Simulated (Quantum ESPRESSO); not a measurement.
**FeSb: energy against a fixed spin moment**

How stiff is the total moment of FeSb, and does E(M) have further minima?

Calculated with Quantum ESPRESSO 7.5; LDA; plane waves with GBRV 1.5 LDA potentials, no spin-orbit coupling.

The database entry behind the starting cell differs from later determinations by our own check (0.1 to 0.3 % short, probably kX units), so it need not match the best structure at ambient conditions.

## (1) The structure

Symmetry: P6_3/mmc, No. 194, hexagonal system. Conventional cell: a = 4.060 Å, b = 4.060 Å, c = 5.130 Å, α = 90.00°, β = 90.00°, γ = 120.00°. Nearest to Fe lie 2 Fe at 2.56 Å and 6 Sb at 2.67 Å. Sb has 6 Fe at 2.67 Å nearest. Farther neighbours are not listed.

As a file:

```cif
data_structure
_symmetry_space_group_name_H-M 'P6_3/mmc'
_symmetry_Int_Tables_number 194
_cell_length_a 4.0600
_cell_length_b 4.0600
_cell_length_c 5.1300
_cell_angle_alpha 90.000
_cell_angle_beta 90.000
_cell_angle_gamma 120.000
_cell_volume 73.23
loop_
_atom_site_label
_atom_site_type_symbol
_atom_site_symmetry_multiplicity
_atom_site_Wyckoff_symbol
_atom_site_fract_x
_atom_site_fract_y
_atom_site_fract_z
_atom_site_occupancy
Fe1 Fe 2 a 0.00000 0.00000 0.00000 1
Sb1 Sb 2 c 0.33333 0.66667 0.25000 1
```

The cell comes from the Crystallography Open Database.

## (2) No moment imposed

Contents of pw.in:

```
&CONTROL
  calculation = 'scf'
  prefix = 'pwscf'
  outdir = './tmp'
  pseudo_dir = './pseudo'
  disk_io = 'nowf'
/
&SYSTEM
  ibrav = 0
  celldm(1) = 8
  nat = 4
  ntyp = 2
  ecutwfc = 40
  ecutrho = 280
  nbnd = 43
  occupations = 'smearing'
  smearing = 'fd'
  degauss = 0.00734986
  nspin = 2
  starting_magnetization(1) = 0.175
  starting_magnetization(2) = 0
/
&ELECTRONS
  conv_thr = 8d-09
  electron_maxstep = 150
  mixing_beta = 0.3
/
ATOMIC_SPECIES
Fe     55.8450 fe_lda_v1.5.uspp.F.UPF
Sb    121.7600 sb_lda_v1.4.uspp.F.UPF
CELL_PARAMETERS alat
   0.9590360082476    0.0000000000000    0.0000000000000
  -0.4795180041238    0.8305495462947    0.0000000000000
   0.0000000000000    0.0000000000000    1.2117868774163
ATOMIC_POSITIONS crystal
Fe      0.0000000000    0.0000000000    0.0000000000
Fe      0.0000000000    0.0000000000    0.5000000000
Sb      0.3333333333    0.6666666667    0.2500000000
Sb      0.6666666667    0.3333333333    0.7500000000
K_POINTS automatic
8 8 8 0 0 0
```

Started as:

```
$ OMP_NUM_THREADS=1 mpirun -n 2 pw.x -nk 2 -in pw.in > pw.out
```

The program printed:

```text
Program PWSCF v.7.5 starts

     Message from routine setup:
     using ibrav=0 with symmetry is DISCOURAGED, use correct ibrav instead

     K-points division:     npool     =       2
     Subspace diagonalization in iterative solution of the eigenvalue problem:

     G-vector sticks info
     --------------------
     sticks:   dense  smooth     PW     G-vecs:    dense   smooth      PW
     Sum        1147     649    199                39093    16887    2763

     Using Slab Decomposition

     bravais-lattice index     =            0
     lattice parameter (alat)  =       8.0000  a.u.
     unit-cell volume          =     494.1931 (a.u.)^3
     number of atoms/cell      =            4
     number of atomic types    =            2
     number of electrons       =        62.00
     number of Kohn-Sham states=           43
     kinetic-energy cutoff     =      40.0000  Ry
     charge density cutoff     =     280.0000  Ry
     scf convergence threshold =      8.0E-09
     mixing beta               =       0.3000
     number of iterations used =            8  plain     mixing
     Exchange-correlation=  SLA  PZ   NOGX NOGC
                           (   1   1   0   0   0   0   0)

     celldm(1)=   8.000000  celldm(2)=   0.000000  celldm(3)=   0.000000
     celldm(4)=   0.000000  celldm(5)=   0.000000  celldm(6)=   0.000000

     crystal axes: (cart. coord. in units of alat)
               a(1) = (   0.959036   0.000000   0.000000 )
               a(2) = (  -0.479518   0.830550   0.000000 )
               a(3) = (   0.000000   0.000000   1.211787 )

     reciprocal axes: (cart. coord. in units 2 pi/alat)
               b(1) = (  1.042714  0.602011 -0.000000 )
               b(2) = (  0.000000  1.204022  0.000000 )
               b(3) = (  0.000000 -0.000000  0.825228 )

     PseudoPot. # 1 for Fe read from file:
     fe_lda_v1.5.uspp.F.UPF
     Pseudo is Ultrasoft + core correction, Zval = 16.0
     Generated by new atomic code, or converted to UPF format
     Using radial grid of  861 points,  6 beta functions with:
                l(1) =   0
                l(2) =   0
                l(3) =   1
                l(4) =   1
                l(5) =   2
                l(6) =   2
     Q(r) pseudized with  8 coefficients,  rinner =    1.000   1.000   1.000
                                                       1.000   1.000

     PseudoPot. # 2 for Sb read from file:
     sb_lda_v1.4.uspp.F.UPF
     Pseudo is Ultrasoft + core correction, Zval = 15.0
     Generated by new atomic code, or converted to UPF format
     Using radial grid of  891 points,  6 beta functions with:
                l(1) =   0
                l(2) =   0
                l(3) =   1
                l(4) =   1
                l(5) =   2
                l(6) =   2
     Q(r) pseudized with  8 coefficients,  rinner =    1.350   1.350   1.350
                                                       1.350   1.350

     atomic species   valence    mass     pseudopotential
     Fe               16.00    55.84500     Fe( 1.00)
     Sb               15.00   121.76000     Sb( 1.00)

     Starting magnetic structure
     atomic species   magnetization
     Fe              0.175
     Sb              0.000

     24 Sym. Ops., with inversion, found (12 have fractional translation)

   Cartesian axes

     site n.     atom                  positions (alat units)
         1        Fe     tau(   1) = (   0.0000000   0.0000000   0.0000000  )
         2        Fe     tau(   2) = (   0.0000000   0.0000000   0.6058934  )
         3        Sb     tau(   3) = (  -0.0000000   0.5536997   0.3029467  )
         4        Sb     tau(   4) = (   0.4795180   0.2768498   0.9088402  )

     number of k points=    50  Fermi-Dirac smearing, width (Ry)=  0.0073
                       cart. coord. in units 2pi/alat
        k(    1) = (   0.0000000   0.0000000   0.0000000), wk =   0.0019531
        k(    2) = (   0.0000000   0.0000000   0.1031535), wk =   0.0039062
        k(    3) = (   0.0000000   0.0000000   0.2063069), wk =   0.0039062
        k(    4) = (   0.0000000   0.0000000   0.3094604), wk =   0.0039062
        k(    5) = (   0.0000000   0.0000000  -0.4126138), wk =   0.0019531
        [... 45 further k-points ...]

     Dense  grid:    39093 G-vectors     FFT dimensions: (  45,  45,  54)

     Smooth grid:    16887 G-vectors     FFT dimensions: (  32,  32,  40)

     Check: negative core charge=   -0.000026
     Generating pointlists ...
     new r_m :   0.2499 (alat units)  1.9994 (a.u.) for type    1
     new r_m :   0.2604 (alat units)  2.0828 (a.u.) for type    2

     Initial potential from superposition of free atoms

     starting charge      58.0000, renormalised to      62.0000
     Starting wfcs are   44 randomized atomic wfcs

     Self-consistent Calculation

     iteration #  1     ecut=    40.00 Ry     beta= 0.30
     Davidson diagonalization with overlap
     ethr =  1.00E-02,  avg # of iterations =  5.7

     total energy              =    -868.02786171 Ry
     estimated scf accuracy    <       8.31691922 Ry

     total magnetization       =     3.34 Bohr mag/cell
     absolute magnetization    =     3.87 Bohr mag/cell

     iteration #  2     ecut=    40.00 Ry     beta= 0.30
     Davidson diagonalization with overlap
     ethr =  1.00E-02,  avg # of iterations =  2.6

     total energy              =    -868.46208477 Ry
     estimated scf accuracy    <      11.03088507 Ry

     total magnetization       =     0.66 Bohr mag/cell
     absolute magnetization    =     1.30 Bohr mag/cell

     iteration #  3     ecut=    40.00 Ry     beta= 0.30
     Davidson diagonalization with overlap
     ethr =  1.00E-02,  avg # of iterations =  1.6

     total energy              =    -869.63509952 Ry
     estimated scf accuracy    <       0.71446497 Ry

     total magnetization       =     3.52 Bohr mag/cell
     absolute magnetization    =     4.05 Bohr mag/cell

     [... further iterations left out ...]

     iteration # 12     ecut=    40.00 Ry     beta= 0.30
     Davidson diagonalization with overlap
     ethr =  3.32E-08,  avg # of iterations =  1.5

     total energy              =    -869.74896125 Ry
     estimated scf accuracy    <       0.00000057 Ry

     total magnetization       =     2.99 Bohr mag/cell
     absolute magnetization    =     3.49 Bohr mag/cell

     iteration # 13     ecut=    40.00 Ry     beta= 0.30
     Davidson diagonalization with overlap
     ethr =  9.23E-10,  avg # of iterations =  2.6

     total energy              =    -869.74896177 Ry
     estimated scf accuracy    <       0.00000007 Ry

     total magnetization       =     2.99 Bohr mag/cell
     absolute magnetization    =     3.50 Bohr mag/cell

     iteration # 14     ecut=    40.00 Ry     beta= 0.30
     Davidson diagonalization with overlap
     ethr =  1.13E-10,  avg # of iterations =  1.9

     total energy              =    -869.74896178 Ry
     estimated scf accuracy    <          8.6E-09 Ry

     total magnetization       =     2.99 Bohr mag/cell
     absolute magnetization    =     3.50 Bohr mag/cell

     iteration # 15     ecut=    40.00 Ry     beta= 0.30
     Davidson diagonalization with overlap
     ethr =  1.39E-11,  avg # of iterations =  2.2

     Magnetic moment per site  (integrated on atomic sphere of radius R)
     atom   1 (R=0.250)  charge= 14.6457  magn=  1.5858
     atom   2 (R=0.250)  charge= 14.6457  magn=  1.5858
     atom   3 (R=0.260)  charge= 12.1708  magn= -0.0583
     atom   4 (R=0.260)  charge= 12.1708  magn= -0.0583

     End of self-consistent calculation

     Number of k-points >= 100: set verbosity='high' to print the bands.

     the Fermi energy is    13.9389 ev

!    total energy              =    -869.74896178 Ry
     estimated scf accuracy    <          7.2E-09 Ry
     smearing contrib. (-TS)   =      -0.01124579 Ry
     internal energy E=F+TS    =    -869.73771599 Ry

     The total energy is F=E-TS. E is the sum of the following terms:
     one-electron contribution =    -441.20138089 Ry
     hartree contribution      =     256.19019724 Ry
     xc contribution           =    -144.58649686 Ry
     ewald contribution        =    -540.14003548 Ry

     total magnetization       =     2.99 Bohr mag/cell
     absolute magnetization    =     3.50 Bohr mag/cell

     convergence has been achieved in  15 iterations

=------------------------------------------------------------------------------=
   JOB DONE.
=------------------------------------------------------------------------------=
```

Wall time 78 s (2 MPI ranks of Intel Xeon Platinum 8375C at 2.90GHz (Ice Lake), shared host); peak memory 0.41 GiB.

Spin moment in the atom's sphere by atom:

| atom | spin moment in the atom's sphere (μB) |
| --- | --- |
| Fe1 | 1.59 |
| Fe2 | 1.59 |
| Sb3 | -0.06 |
| Sb4 | -0.06 |

This step gave:

| Property | Result |
| --- | --- |
| smearing term TS | 0.1530 eV |
| magnetization | 2.993 μB |
| absolute magnetization | 3.498 μB |
| final state | ferromagnetic |

## (3) Moment fixed at 0 μB

The two spin channels are filled to separate Fermi energies, so that the total moment meets the target. Half of the up one less the down one is the slope dE/dM.

Edit pw.in of step 2 so:

```diff
@@ -19,4 +19,5 @@
   nspin = 2
-  starting_magnetization(1) = 0.175
+  starting_magnetization(1) = 0.0088
   starting_magnetization(2) = 0
+  tot_magnetization = 0
 /
```

The program printed:

```text
     [... lines left out ...]
Program PWSCF v.7.5 starts
     [... lines left out ...]
     number of atoms/cell      =            4
     [... lines left out ...]
     number of electrons       =        62.00 (up:  31.00, down:  31.00)
     number of Kohn-Sham states=           43
     kinetic-energy cutoff     =      40.0000  Ry
     charge density cutoff     =     280.0000  Ry
     scf convergence threshold =      8.0E-09
     [... lines left out ...]
     24 Sym. Ops., with inversion, found (12 have fractional translation)
     [... lines left out ...]
     number of k points=    50  Fermi-Dirac smearing, width (Ry)=  0.0073
     [... lines left out ...]
     iteration # 12     ecut=    40.00 Ry     beta= 0.30
     [... lines left out ...]
     Magnetic moment per site  (integrated on atomic sphere of radius R)
     atom   1 (R=0.250)  charge= 14.6618  magn=  0.0000
     atom   2 (R=0.250)  charge= 14.6618  magn=  0.0000
     atom   3 (R=0.260)  charge= 12.1574  magn= -0.0000
     atom   4 (R=0.260)  charge= 12.1574  magn= -0.0000
     [... lines left out ...]
     the spin up/dw Fermi energies are    13.8011   13.8011 ev
!    total energy              =    -869.73176125 Ry
     estimated scf accuracy    <          2.6E-09 Ry
     smearing contrib. (-TS)   =      -0.01562208 Ry
     [... lines left out ...]
     total magnetization       =    -0.00 Bohr mag/cell
     absolute magnetization    =     0.00 Bohr mag/cell
     convergence has been achieved in  12 iterations
```

The job ended after 66 s (2 MPI ranks; peak memory 0.42 GiB).

Read from the output:

```
magnetization                                 : 0 μB
absolute magnetization                        : 0 μB
half the difference of the two Fermi energies : 0 meV
largest moment                                : 0 μB
```

## (4) Moment fixed at 0.419 μB

Edit pw.in of step 3 so:

```diff
@@ -19,5 +19,5 @@
   nspin = 2
-  starting_magnetization(1) = 0.0088
+  starting_magnetization(1) = 0.0131
   starting_magnetization(2) = 0
-  tot_magnetization = 0
+  tot_magnetization = 0.419
 /
```

The program printed:

```text
     [... lines left out ...]
Program PWSCF v.7.5 starts
     [... lines left out ...]
     number of atoms/cell      =            4
     [... lines left out ...]
     number of electrons       =        62.00 (up:  31.21, down:  30.79)
     number of Kohn-Sham states=           43
     kinetic-energy cutoff     =      40.0000  Ry
     charge density cutoff     =     280.0000  Ry
     scf convergence threshold =      8.0E-09
     [... lines left out ...]
     24 Sym. Ops., with inversion, found (12 have fractional translation)
     [... lines left out ...]
     number of k points=    50  Fermi-Dirac smearing, width (Ry)=  0.0073
     [... lines left out ...]
     iteration # 12     ecut=    40.00 Ry     beta= 0.30
     [... lines left out ...]
     Magnetic moment per site  (integrated on atomic sphere of radius R)
     atom   1 (R=0.250)  charge= 14.6617  magn=  0.2509
     atom   2 (R=0.250)  charge= 14.6617  magn=  0.2509
     atom   3 (R=0.260)  charge= 12.1575  magn= -0.0186
     atom   4 (R=0.260)  charge= 12.1575  magn= -0.0186
     [... lines left out ...]
     the spin up/dw Fermi energies are    13.7430   13.8596 ev
!    total energy              =    -869.73267824 Ry
     estimated scf accuracy    <          2.9E-09 Ry
     smearing contrib. (-TS)   =      -0.01503881 Ry
     [... lines left out ...]
     total magnetization       =     0.42 Bohr mag/cell
     absolute magnetization    =     0.59 Bohr mag/cell
     convergence has been achieved in  12 iterations
```

Wall time 86 s (2 MPI ranks); peak memory 0.4 GiB.

Spin moment in the atom's sphere by atom:

| atom | spin moment in the atom's sphere (μB) |
| --- | --- |
| Fe1 | 0.251 |
| Fe2 | 0.251 |
| Sb3 | -0.019 |
| Sb4 | -0.019 |

This step gave:

```yaml
magnetization: 0.419 μB
absolute_magnetization: 0.595 μB
half_the_difference_of_the_two_fermi_energies: -58.3 meV
```

## (5) Moment fixed at 0.839 μB

Edit pw.in of step 4 so:

```diff
@@ -19,5 +19,5 @@
   nspin = 2
-  starting_magnetization(1) = 0.0131
+  starting_magnetization(1) = 0.0262
   starting_magnetization(2) = 0
-  tot_magnetization = 0.419
+  tot_magnetization = 0.839
 /
```

The program printed:

```text
     [... lines left out ...]
Program PWSCF v.7.5 starts
     [... lines left out ...]
     number of atoms/cell      =            4
     [... lines left out ...]
     number of electrons       =        62.00 (up:  31.42, down:  30.58)
     number of Kohn-Sham states=           43
     kinetic-energy cutoff     =      40.0000  Ry
     charge density cutoff     =     280.0000  Ry
     scf convergence threshold =      8.0E-09
     [... lines left out ...]
     24 Sym. Ops., with inversion, found (12 have fractional translation)
     [... lines left out ...]
     number of k points=    50  Fermi-Dirac smearing, width (Ry)=  0.0073
     [... lines left out ...]
     iteration # 13     ecut=    40.00 Ry     beta= 0.30
     [... lines left out ...]
     Magnetic moment per site  (integrated on atomic sphere of radius R)
     atom   1 (R=0.250)  charge= 14.6613  magn=  0.4962
     atom   2 (R=0.250)  charge= 14.6613  magn=  0.4962
     atom   3 (R=0.260)  charge= 12.1579  magn= -0.0351
     atom   4 (R=0.260)  charge= 12.1579  magn= -0.0351
     [... lines left out ...]
     the spin up/dw Fermi energies are    13.7004   13.9049 ev
!    total energy              =    -869.73520959 Ry
     estimated scf accuracy    <          1.4E-09 Ry
     smearing contrib. (-TS)   =      -0.01358738 Ry
     [... lines left out ...]
     total magnetization       =     0.84 Bohr mag/cell
     absolute magnetization    =     1.17 Bohr mag/cell
     convergence has been achieved in  13 iterations
```

Elapsed: 94 s, on 2 MPI ranks; peak memory 0.41 GiB; 3.1 min of CPU time.

This step gave:

```
magnetization                                 : 0.839 μB
absolute magnetization                        : 1.167 μB
half the difference of the two Fermi energies : -102.3 meV
largest moment                                : 0.4962 μB
```

## (6) The curve

The runs not shown differ in the target, the start and the number of states alone. The point at 2.99 μB is the free run, entered with slope zero.

Table of energy over the lowest by total spin moment:

| total spin moment (μB a cell) | energy over the lowest (meV a cell) |
| --- | --- |
| 0.00 | 234 |
| 0.42 | 222 |
| 0.84 | 187 |
| 1.26 | 139 |
| 1.68 | 88.3 |
| 2.10 | 43.7 |
| 2.52 | 12.9 |
| 2.94 | 0.196 |
| 2.99 | 0 |
| 3.35 | 8.31 |
| 3.77 | 41.1 |
| 4.19 | 101 |

Table of dE/dM by total spin moment:

| total spin moment (μB a cell) | dE/dM (meV/μB) |
| --- | --- |
| 0.00 | -0.0150 |
| 0.42 | -58.3 |
| 0.84 | -102 |
| 1.26 | -122 |
| 1.68 | -117 |
| 2.10 | -92.5 |
| 2.52 | -52.8 |
| 2.94 | -6.81 |
| 2.99 | 0 |
| 3.35 | 47.2 |
| 3.77 | 110 |
| 4.19 | 175 |

Largest site moment against total spin moment:

| total spin moment (μB a cell) | largest site moment (μB) |
| --- | --- |
| 0.00 | 8.7e-6 |
| 0.42 | 0.251 |
| 0.84 | 0.496 |
| 1.26 | 0.730 |
| 1.68 | 0.952 |
| 2.10 | 1.16 |
| 2.52 | 1.36 |
| 2.94 | 1.56 |
| 2.99 | 1.59 |
| 3.35 | 1.75 |
| 3.77 | 1.93 |
| 4.19 | 2.10 |

## (7) Results

```
moment of the free run      : 2.99 μB a cell
energy at zero total moment : 234 meV a cell over the lowest
```

What this shows: At zero total moment the site moments vanish, so the 234 meV a cell is the energy of forming them. The points show one minimum alone. All runs start parallel; opposed orders may lie lower. Energies are free energies at an electronic temperature of 1160 K, which lowers moments and differences where the moments are itinerant.

[Logs and program files are shortened in this print: banners, set-up blocks, solver, clock and traceback lines can be left out without a mark of their own.]

[Logs are printed without paths, hosts, clocks, repeated set-up lines and the standing remarks that a program may print on its own settings, such as how far it seeks lower states.]

[Hosts, paths, dates, database ids (printed as entryN), source tags and the programs' standing remarks are cut or masked in the printed files.]

[Where a cell is said to come from a database of computed structures, the database is the Materials Project.]
